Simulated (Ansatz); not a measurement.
# What NaP3 (built on the NaN3 structure) distorts into

Aim: this structure of NaP3 (built on the NaN3 structure) is to be tested for unstable modes, and one is followed downhill.

Main program and level: Ansatz 0.2.0; DFT PBEsol, scalar-relativistic, plane waves, PAW.

The structure was built from a prototype and need not be the compound's stable phase.

### 1. Starting point

The structure is cubic, space group Pm-3m (No. 221). Conventional cell: a = 3.958 Å, b = 3.958 Å, c = 3.958 Å, α = 90.00°, β = 90.00°, γ = 90.00°. Na has 12 P at 2.80 Å nearest. Nearest to P lie 4 Na at 2.80 Å and 8 P at 2.80 Å. Farther neighbours, and contacts between anions beyond the nearest, are not listed.

### 2. Response at finite wavevector

Stability and thermal properties need the whole zone. Linear response on a 4×4×4 q mesh gives force constants as far as a supercell of that size would.

The input, input.yaml:

```yaml
crystal:
  lattice:
    - [3.9575023488, 0.0, 0.0]
    - [0.0, 3.9575023488, 0.0]
    - [0.0, 0.0, 3.9575023488]
  atoms:
    - { symbol: Na, position: [0.0, 0.0, 0.0] }
    - { symbol: P, position: [0.0, 0.5, 0.5] }
    - { symbol: P, position: [0.5, 0.5, 0.0] }
    - { symbol: P, position: [0.5, 0.0, 0.5] }
kpoints:
  mp_grid: { grid: [12, 12, 12] }
hamiltonian:
  xc: pbesol
scf:
  occupations: { method: methfessel_paxton, width: 0.2 }
output:
  eigenvalues: true
phonons:
  method: dfpt
  qmesh: [4, 4, 4]
  temperatures: { t_max: 1000, t_step: 50 }
  qpath:
    path:
      - [[0.0, 0.0, 0.0], [0.0, 0.5, 0.0], [0.5, 0.5, 0.0], [0.0, 0.0, 0.0], [0.5, 0.5, 0.5], [0.0, 0.5, 0.0]]
      - [[0.5, 0.5, 0.5], [0.5, 0.5, 0.0]]
    npoints: 10
```

On the command line:

```console
ansatz run input.yaml --threads 8 --pin off --max-ram 14336MiB --backend cpu --events-out ev --progress --plain --runs-dir out
```

Standard output:

```text
Engine: ansatz 0.2.0, aarch64-unknown-linux-gnu
Pseudopotentials: kind: paw
Pseudopotential: Na, paw, valence charge 9, recommended cutoff 420 eV (normal), Na.paw.azcp
Pseudopotential: P, paw, valence charge 5, recommended cutoff 420 eV (normal), P.paw.azcp
Functional definition: PBEsol
  exchange = pbesol_x
  correlation = pbesol_c
Crystal: 4 atoms, lattice volume = 61.982 Å³
Basis set: ecut = 420 eV, 1213 PW (Γ), exchange–correlation on 54×54×54 points (8 copies of the dense FFT grid, shifted against one another)
Bands: 16, of which v1, the nominal top of the filled ones, is band 12 counted from 1 (11 counted from 0)
Symmetry: 48 space group operations
k-points: 84 of 1728
Non-local potential: Na, projectors of the file, l = 0: 3, l = 1: 2, l = 2: 1
Non-local potential: P, projectors of the file, l = 0: 2, l = 1: 2, l = 2: 2
PAW form: soft (Blöchl's): semilocal exchange-correlation on the pseudo side does not see the compensation charge
PAW frozen core: Na, regenerated for the run's functional, and the local potential with it (the file was generated under x = pbe(κ = 0.804, μ = 0.219515), c = pbe(β = 0.066725))
PAW frozen core: P, regenerated for the run's functional, and the local potential with it (the file was generated under x = pbe(κ = 0.804, μ = 0.219515), c = pbe(β = 0.066725))
PAW one-centre angular grid: Na, 110 points (default); XC on 64 Gauss nodes
PAW one-centre angular grid: P, 110 points (default); XC on 64 Gauss nodes
Initial density: superposition of atomic densities (neutral atoms: chi_scale 0, normalization atom), corrected by the library's trained network
Initial wavefunctions: pseudopotential atomic-orbital guess
Functional: x = pbesol(κ = 0.804, μ = 0.123457), c = pbesol(β = 0.046)
SCF iter   1: F=—  HF=-3694.673693 eV  |F-HF|=—  |Δ(HF+E_count)|=         —  Δρ=2.66e-3  dr2=2.82e-3  ethr=1.77e-3  ⟨swp⟩=6.2  Hψ=7860  notcnv=0
preconditioner: auto → Kerker (q_TF=auto, 2.329 Å⁻¹)  [metal: Δε(μ)=0.016 eV  Ē_g=8.048 eV  σ=0.200 eV  W_gap=0.07  n_scr=18 (ndim 8)  ℏωp=18.9 eV  f_vac=0.000  D(μ)=2.23/eV (n_scr^D=18)]
SCF iter   2: F=—  HF=-3694.671962 eV  |F-HF|=—  |Δ(HF+E_count)|=   1.73e-3  S|Δr|=    0.00e0  Δρ=1.36e-3  dr2=9.64e-4  ethr=1.18e-5  ⟨swp⟩=2.0  Hψ=3025  notcnv=0
SCF iter   3: F=—  HF=-3694.671898 eV  |F-HF|=—  |Δ(HF+E_count)|=   6.41e-5  S|Δr|=    0.00e0  Δρ=3.47e-4  dr2=1.28e-4  ethr=4.02e-6  ⟨swp⟩=2.0  Hψ=1689  notcnv=0
SCF iter   4: F=—  HF=-3694.671877 eV  |F-HF|=—  |Δ(HF+E_count)|=   2.14e-5  S|Δr|=    0.00e0  Δρ=9.07e-5  dr2=4.76e-6  ethr=5.33e-7  ⟨swp⟩=2.5  Hψ=2174  notcnv=0
SCF iter   5: F=—  HF=-3694.671876 eV  |F-HF|=—  |Δ(HF+E_count)|=   6.38e-7  S|Δr|=    0.00e0  Δρ=4.38e-5  dr2=1.28e-6  ethr=1.98e-8  ⟨swp⟩=2.0  Hψ=1871  notcnv=0
SCF iter   6: F=—  HF=-3694.671874 eV  |F-HF|=—  |Δ(HF+E_count)|=   1.84e-6  S|Δr|=    0.00e0  Δρ=9.66e-6  dr2=3.13e-8  ethr=5.32e-9  ⟨swp⟩=2.0  Hψ=2284  notcnv=0
SCF iter   7: F=—  HF=-3694.671874 eV  |F-HF|=—  |Δ(HF+E_count)|=   1.37e-8  S|Δr|=    0.00e0  Δρ=2.23e-6  dr2=1.90e-9  ethr=1.31e-10  ⟨swp⟩=2.0  Hψ=2007  notcnv=0
SCF iter   8: F=—  HF=-3694.671874 eV  |F-HF|=—  |Δ(HF+E_count)|=  6.32e-10  S|Δr|=    0.00e0  Δρ=1.86e-7  dr2=1.95e-11  ethr=7.91e-12  ⟨swp⟩=2.4  Hψ=2216  notcnv=0
SCF iter   9: F=-3694.671874 eV  HF=-3694.671874 eV  |F-HF|=9.09e-13  |Δ(HF+E_count)|=  7.28e-12  S|Δr|=    0.00e0  Δρ=1.90e-8  dr2=2.00e-13  ethr=1.00e-12  ⟨swp⟩=8.2  Hψ=7577  notcnv=0
SCF 1 converged in 9 iterations: F = -3694.671874 eV  dr2 = 2.00e-13
  greatest PAW one-centre occupation: 0.999 electrons in one spin orbital (limit 2), on the Na atom at site 0 (counted from 0), in its partial waves of l = 0
Initial density: read from a saved state, or passed on in memory by an earlier SCF of this step, an earlier step, the calling program or the single point that the run made first
iter 1 solved again at ethr=4.35e-8 eV; its pass at ethr=3.10e-3 eV (dr2=1.04e-5 eV) is discarded
SCF iter   1: F=—  HF=-3694.671875 eV  |F-HF|=—  |Δ(HF+E_count)|=         —  Δρ=2.26e-7  dr2=1.04e-11  ethr=4.35e-8  ⟨swp⟩=4.5  Hψ=12784  notcnv=0
eigensolver tolerance schedule: the retry pair's looser diagonalisation over-reported the residual by 999437.64 of it (diagonalisation noise at an unbounded share of the residual, at the tolerance the schedule requests for it); recorded, not acted on — ethr = c·dr2/N_el stays at c = 1.0e-1
preconditioner: auto → Kerker (q_TF=auto, 2.329 Å⁻¹)  [metal: Δε(μ)=0.023 eV  Ē_g=8.047 eV  σ=0.200 eV  W_gap=0.10  n_scr=18 (ndim 8)  ℏωp=18.9 eV  f_vac=0.000  D(μ)=2.22/eV (n_scr^D=18)]
SCF iter   2: F=—  HF=-3694.671874 eV  |F-HF|=—  |Δ(HF+E_count)|=   3.35e-7  S|Δr|=    0.00e0  Δρ=1.65e-7  dr2=5.73e-12  ethr=1.00e-12  ⟨swp⟩=4.3  Hψ=6933  notcnv=0
SCF iter   3: F=-3694.671874 eV  HF=-3694.671874 eV  |F-HF|=4.09e-12  |Δ(HF+E_count)|=  1.36e-12  S|Δr|=    0.00e0  Δρ=9.32e-8  dr2=1.88e-12  ethr=1.00e-12  ⟨swp⟩=2.0  Hψ=2266  notcnv=0
SCF 2 converged in 3 iterations: F = -3694.671874 eV  dr2 = 1.88e-12
phonons: the bands overlap, so this run is a metal and interpolates without the dipole-dipole term. If the crystal is really an insulator or semiconductor, its LO-TO splitting is missing
NSCF: frozen V_eff on 84 k-points
NSCF: frozen V_eff on 343 k-points
DFPT response loops at q = (0, 0, 0) (fractional): preconditioner auto → Kerker (q_TF=auto, 2.329 Å⁻¹) (partly filled bands, converged f_vac=0.000); β = 1.00, the filter's whole step (`scf.mixing.beta` (0.50) is not read by the response loops under this deck's `scf.mixing.preconditioner`; to damp them name `kerker` or `kerker_dos`, under which they read `scf.mixing.beta`, and type it under 1.00, their step now; both keys bind the ground state too); Broyden in place of MSR1
NSCF: frozen V_eff on 1176 k-points
DFPT response loops at q = (0, 0, 0.25) (fractional): mixed as the last ones told, above
NSCF: frozen V_eff on 686 k-points
DFPT response loops at q = (0, 0, -0.5) (fractional): mixed as the last ones told, above
NSCF: frozen V_eff on 2016 k-points
DFPT response loops at q = (0, 0.25, 0.25) (fractional): mixed as the last ones told, above
NSCF: frozen V_eff on 1176 k-points
DFPT response loops at q = (0, 0.25, -0.5) (fractional): mixed as the last ones told, above
NSCF: frozen V_eff on 686 k-points
DFPT response loops at q = (0, -0.5, -0.5) (fractional): mixed as the last ones told, above
NSCF: frozen V_eff on 3456 k-points
DFPT response loops at q = (0.25, 0.25, 0.25) (fractional): mixed as the last ones told, above
NSCF: frozen V_eff on 2016 k-points
DFPT response loops at q = (0.25, 0.25, -0.5) (fractional): mixed as the last ones told, above
NSCF: frozen V_eff on 1176 k-points
DFPT response loops at q = (0.25, -0.5, -0.5) (fractional): mixed as the last ones told, above
NSCF: frozen V_eff on 686 k-points
DFPT response loops at q = (-0.5, -0.5, -0.5) (fractional): mixed as the last ones told, above
SCF converged after 9 iterations
Stability not checked: this state was not tested for a lower state beside it, because cold or Methfessel-Paxton smearing, or corrected tetrahedra, fill the levels in a way that the test cannot read (fill_not_monotonic; see scf.lower_state_search)
Free energy (F): -3694.671874 eV
Harris-Foulkes:  -3694.671874 eV  (|F-HF|=9.09e-13)
Internal energy: -3694.667891 eV  (E = F + TS)
E sigma→0 (E₀):  -3694.670879 eV
Entropy (-TS):   -0.003983 eV (-0.996 meV/atom)
Fermi energy:    9.048231 eV
--- Per-component energies (eV) ---
  E_band       = -120.923192
  E_kinetic    = 327.656040
  E_local      = -1334.442262  (includes V_loc(G=0)·N_el)
  E_nonlocal   = 218.244893
  E_hartree    = 479.778158
  E_xc         = -220.449291
  E_vxc        = -230.734768  (∫ρ·V_xc dr)
  E_paw        = -1915.295184  (= ΣΔE_a)
  E_vpaw       = -61.203403  (= ΣTr[D̂ρ^β])
  E_aug_tail   = -0.000005  (compensation charges beyond the density's cutoff)
  E_ewald      = -1250.353222
  E_core_change = 0.192982  (= ΣΔE_core)
  E_smearing   = -0.003983  (= −TS)
  E_closure    = -0.000000  (closes the sum)
  Σ components = -3694.671874   (vs F -3694.671874, Δ=0.00e0)
--- Band table (eV; the first three rows and the last of 84) ---
  k-point 0: bands = [... 8 lower, 4.1253, 4.1253, 9.9796, 9.9796, 9.9796, 10.3044, 12.8823, 12.8823]
  k-point 1: bands = [... 8 lower, 4.1732, 4.4728, 9.7351, 9.8163, 9.8163, 10.4868, 12.5830, 12.5830]
  k-point 2: bands = [... 8 lower, 4.3145, 5.1851, 9.1659, 9.3514, 9.3514, 10.9577, 11.9875, 12.2129]
  k-point 83: bands = [... 8 lower, 3.5805, 3.5805, 3.5805, 10.4903, 13.6439, 13.6439, 13.7850, 13.7850]
--- Phonons (Γ-DFPT): 3 representative perturbations + reference (Σ response iterations 9) ---
  ASR residual: 1.752e-5 → 0.000e0 eV/Å²; symmetrization residual: 7.551e-6 eV/Å²
  ASR residual per site (eV/Å²): 1.75e-5 3.87e-6 3.87e-6 3.87e-6
  Γ frequencies (cm⁻¹): -146.44 -146.44 -146.44 0.00 0.00 0.00 141.51 141.51 141.51 301.31 301.31 301.31
--- Phonons (arbitrary-q DFPT): 10 irreducible q on the 4×4×4 mesh ---
  q = [0.0000, 0.0000, 0.0000] (star 1, of the zone-centre solve; hermiticity 2.80e-6, symmetrization 1.42e-12): -146.44 -146.44 -146.44 -0.00 0.00 0.00 141.51 141.51 141.51 301.31 301.31 301.31
  q = [0.0000, 0.0000, 0.2500] (star 6, 7 solved perturbations in 3612 linear systems a pass and spin channel, the states on 588 of 1728 k-point pairs; hermiticity 2.66e-6, symmetrization 6.59e-13): -180.60 -180.60 -153.96 50.30 50.30 119.11 144.95 150.90 150.90 284.25 290.95 290.95
  q = [0.0000, 0.0000, -0.5000] (star 3, 7 solved perturbations in 2107 linear systems a pass and spin channel, the states on 343 of 1728 k-point pairs; hermiticity 3.15e-6, symmetrization 9.55e-13): -163.81 -163.81 -99.88 -37.18 -37.18 137.74 137.74 192.29 192.45 248.16 275.96 275.96
  q = [0.0000, 0.2500, 0.2500] (star 12, 7 solved perturbations in 6132 linear systems a pass and spin channel, the states on 1008 of 1728 k-point pairs; hermiticity 2.58e-6, symmetrization 5.99e-14): -223.87 -159.49 -148.55 62.30 71.47 79.68 121.71 161.39 178.57 265.36 278.13 300.81
  q = [0.0000, 0.2500, -0.5000] (star 12, 12 solved perturbations on 588 of 1728 k-point pairs; hermiticity 2.94e-6, symmetrization 7.30e-14): -179.11 -157.14 -99.29 -95.69 93.28 113.96 114.73 158.16 201.80 265.32 275.64 291.26
  q = [0.0000, -0.5000, -0.5000] (star 3, 7 solved perturbations in 2107 linear systems a pass and spin channel, the states on 343 of 1728 k-point pairs; hermiticity 2.52e-6, symmetrization 7.22e-14): -162.59 -162.21 -150.27 -145.40 101.52 101.52 134.79 134.79 211.67 247.60 300.46 300.46
  q = [0.2500, 0.2500, 0.2500] (star 8, 3 solved perturbations in 3600 linear systems a pass and spin channel, the states on 1728 of 1728 k-point pairs; hermiticity 2.28e-6, symmetrization 4.96e-13): -152.47 -143.12 -143.12 -93.94 -93.94 121.81 183.94 183.94 194.31 249.50 296.48 296.48
  q = [0.2500, 0.2500, -0.5000] (star 12, 7 solved perturbations in 6132 linear systems a pass and spin channel, the states on 1008 of 1728 k-point pairs; hermiticity 2.57e-6, symmetrization 2.92e-13): -169.91 -165.87 -126.32 -124.22 -66.39 -44.43 176.35 195.60 203.52 278.34 286.80 289.79
  q = [0.2500, -0.5000, -0.5000] (star 6, 7 solved perturbations in 3612 linear systems a pass and spin channel, the states on 588 of 1728 k-point pairs; hermiticity 3.29e-6, symmetrization 7.26e-14): -188.67 -177.09 -144.50 -144.50 -121.77 -114.43 198.92 198.92 211.65 277.28 297.90 297.90
  q = [-0.5000, -0.5000, -0.5000] (star 1, 3 solved perturbations in 735 linear systems a pass and spin channel, the states on 343 of 1728 k-point pairs; hermiticity 2.23e-6, symmetrization 1.32e-12): -216.78 -216.78 -216.78 -193.82 -132.37 -132.37 211.93 211.93 211.93 294.70 294.70 294.70
  sum rule: each row above includes the acoustic sum rule's correction from the zone centre's row sums; it moved no ω² by more than (0.46 cm⁻¹)²
  mesh force constants: q→R imaginary residual 2.66e-18; ASR residual 1.752e-5 → 0.000e0 eV/Å²; symmetrization residual 3.997e-15 eV/Å²
  interpolated dispersion: 62 rows × 12 modes
  density of states and harmonic sums: on the 16×16×16 q-mesh, interpolated from the force constants of a 4×4×4 supercell (no non-analytic term)
  largest difference from the sums on the solved wave vectors: F 4.82e-2 eV, S 6.05e-5 and C_V 1.32e-5 eV/K
  zero-point energy: 0.092713 eV/cell   skipped modes (ω ≤ 0): 726, of them read as no rigid motion or as one in doubt: 723 (4.372e0 modes/cell left out, lowest -223.87 cm⁻¹)   left out of the sums: 3.64e-1 of the cell's modes: C_V's classical limit lies that fraction below 3 k_B per atom; for a crystal, a wire or a layer, F and S can be off by more, and a phonons.interpolated_qmesh denser along its periods is the remedy for the sampling
```

Wall time 6 min (8 threads of Arm Neoverse V2, shared host); peak memory 3.9 GiB; 45 min of CPU time.

The column dr2 measures how far the density is from self-consistency, as an energy; F and HF (Harris–Foulkes) agree once it is small.

Read from the output:

```
volume per atom                                         : 15.50 Å³
gap on the k-mesh                                       : 0 eV
sum-rule residual before enforcement                    : 1.75e-5 eV/Å²
lowest frequency on the path                            : -223.9 cm⁻¹
point group                                             : m-3m
highest frequency on path, mesh or solved points        : 302.4 cm⁻¹
highest optical mode at the zone centre (no LO-TO term) : 301.3 cm⁻¹
lowest optical zone-centre mode                         : -146.4 cm⁻¹
lowest mode on the q mesh (acoustic modes at Γ apart)   : -223.9 cm⁻¹
```

Frequencies (cm⁻¹) solved at each irreducible wavevector; negative means imaginary. Frequencies by wavevector, by row:

| q in reciprocal lattice units | star | mode 1 | mode 2 | mode 3 | mode 4 | mode 10 | mode 11 | mode 12 |
| --- | --- | --- | --- | --- | --- | --- | --- | --- |
| 0 0 0 | 1 | -146.4 | -146.4 | -146.4 | 0 | 301.3 | 301.3 | 301.3 |
| 0 0 0.25 | 6 | -180.6 | -180.6 | -154 | 50.3 | 284.2 | 290.9 | 290.9 |
| 0 0 -0.5 | 3 | -163.8 | -163.8 | -99.9 | -37.2 | 248.2 | 276 | 276 |
| 0 0.25 0.25 | 12 | -223.9 | -159.5 | -148.6 | 62.3 | 265.4 | 278.1 | 300.8 |
| 0 0.25 -0.5 | 12 | -179.1 | -157.1 | -99.3 | -95.7 | 265.3 | 275.6 | 291.3 |
| 0 -0.5 -0.5 | 3 | -162.6 | -162.2 | -150.3 | -145.4 | 247.6 | 300.5 | 300.5 |
| 0.25 0.25 0.25 | 8 | -152.5 | -143.1 | -143.1 | -93.9 | 249.5 | 296.5 | 296.5 |
| 0.25 0.25 -0.5 | 12 | -169.9 | -165.9 | -126.3 | -124.2 | 278.3 | 286.8 | 289.8 |
| 0.25 -0.5 -0.5 | 6 | -188.7 | -177.1 | -144.5 | -144.5 | 277.3 | 297.9 | 297.9 |
| -0.5 -0.5 -0.5 | 1 | -216.8 | -216.8 | -216.8 | -193.8 | 294.7 | 294.7 | 294.7 |

Interpolated from a 4×4×4 q mesh. Phonon branches along the path, in cm⁻¹:

| point | branch 1 | branch 2 | branch 3 | branch 4 | branch 9 | branch 10 | branch 11 | branch 12 |
| --- | --- | --- | --- | --- | --- | --- | --- | --- |
| Γ | -146 | -146 | -146 | 0 | 142 | 301 | 301 | 301 |
| halfway | -181 | -181 | -154 | 50 | 151 | 284 | 291 | 291 |
| X | -164 | -164 | -100 | -37 | 192 | 248 | 276 | 276 |
| halfway | -179 | -157 | -99 | -96 | 202 | 265 | 276 | 291 |
| M | -163 | -162 | -150 | -145 | 212 | 248 | 300 | 300 |
| halfway | -224 | -160 | -148 | 62 | 179 | 265 | 278 | 301 |
| Γ | -146 | -146 | -146 | 0 | 142 | 301 | 301 | 301 |
| halfway | -152 | -143 | -143 | -94 | 194 | 250 | 296 | 296 |
| R | -217 | -217 | -217 | -194 | 212 | 295 | 295 | 295 |
| halfway | -170 | -166 | -126 | -124 | 204 | 278 | 287 | 290 |
| X | -164 | -164 | -100 | -37 | 192 | 248 | 276 | 276 |
| jump to R | -217 | -217 | -217 | -194 | 212 | 295 | 295 | 295 |
| halfway | -189 | -177 | -144 | -144 | 212 | 277 | 298 | 298 |
| M | -163 | -162 | -150 | -145 | 212 | 248 | 300 | 300 |

Symmetry leaves 10 wavevectors to solve. The lowest mode among them, the acoustic zeros apart, lies at q = (0, 0.25, 0.25) and is imaginary, 223.9i cm⁻¹, so the energy falls along it.

### 3. The mode frozen in, largest atomic shift 0 Å

The mode followed lies at q = (-0.5, -0.5, -0.5) with frequency 216.8i cm⁻¹ and is 3-fold degenerate, one of the unstable modes though not the softest. At small amplitude the pattern taken leaves space group no. 166 by a symmetry search on the positions. The undistorted cell that holds it gives the zero of energy on the same k mesh.

System of this step: NaP3 (built on the NaN3 structure). Symmetry: Pm-3m, No. 221, cubic system. Conventional cell: a = 3.958 Å, b = 3.958 Å, c = 3.958 Å, α = 90.00°, β = 90.00°, γ = 90.00°. Nearest to Na lie 12 P at 2.80 Å. P has 8 P at 2.80 Å and 4 Na at 2.80 Å nearest. Farther neighbours, and contacts between anions beyond the nearest, are not listed.

The input, input.yaml:

```yaml
crystal:
  lattice:
    - [3.9575023488, 3.9575023488, 0.0]
    - [3.9575023488, 0.0, 3.9575023488]
    - [3.9575023488, 0.0, -3.9575023488]
  atoms:
    - { symbol: Na, position: [0.0, 0.0, 0.0] }
    - { symbol: Na, position: [0.0, 0.5, 0.5] }
    - { symbol: P, position: [0.5, 0.5, 0.0] }
    - { symbol: P, position: [0.5, 0.0, 0.5] }
    - { symbol: P, position: [0.5, 0.5, 0.5] }
    - { symbol: P, position: [0.5, 0.0, 0.0] }
    - { symbol: P, position: [0.0, 1.0, 0.5] }
    - { symbol: P, position: [0.0, 0.5, 0.0] }
kpoints:
  mp_grid: { grid: [10, 10, 10] }
hamiltonian:
  xc: pbesol
scf:
  occupations: { method: methfessel_paxton, width: 0.2 }
output:
  forces: true
  stress: true
  eigenvalues: true
```

Standard output:

```text
[...]
Crystal: 8 atoms, lattice volume = 123.963 Å³
Basis set: ecut = 420 eV, 2421 PW (Γ), exchange–correlation on 80×80×80 points (8 copies of the dense FFT grid, shifted against one another)
Bands: 32, of which v1, the nominal top of the filled ones, is band 24 counted from 1 (23 counted from 0)
Symmetry: 96 space group operations
[...]
k-points: 47 of 1000
[...]
k-point 0: bands = [... 20 lower, 4.1244, 9.9833, 9.9833, 9.9833, 10.2996, 10.4942, 12.8810, 12.8810, ... 4 higher]
  k-point 1: bands = [... 20 lower, 4.4164, 9.6556, 9.6556, 10.0395, 10.4943, 10.6643, 12.2526, 12.7332, ... 4 higher]
  k-point 2: bands = [... 20 lower, 5.1217, 8.8644, 8.8644, 10.2075, 10.8682, 11.1597, 11.2675, 12.3116, ... 4 higher]
  k-point 46: bands = [... 20 lower, 7.3669, 7.4477, 8.0664, 8.2178, 9.2373, 9.2644, 9.2860, 10.3680, ... 4 higher]
[key lines of the parts left out:]
SCF converged after 7 iterations
Free energy (F): -7389.361748 eV
Fermi energy:    9.031886 eV
P = ⅓ Tr σ = 0.2218 GPa (2.218 kbar)
```

Wall time 1.3 s (8 threads); peak memory 0.58 GiB; 9.2 s of CPU time.

Numbers from this step:

- pressure: 0.2218 GPa
- energy from the undistorted cell: 0 meV/atom

The run ends at a pressure of 0.22 GPa.

(Continued in part 2 of 3.)

[Long decimals in the printed logs are rounded to 6 places.]

[Logs are printed without paths, hosts, clocks, repeated set-up lines and the standing remarks that a program may print on its own settings, such as how far it seeks lower states.]

[Hosts, paths, dates, database ids (printed as entryN), source tags and the programs' standing remarks are cut or masked in the printed files.]

[Where the starting crystal was built by hand or by swapping elements, it need not be the compound's stable phase.]
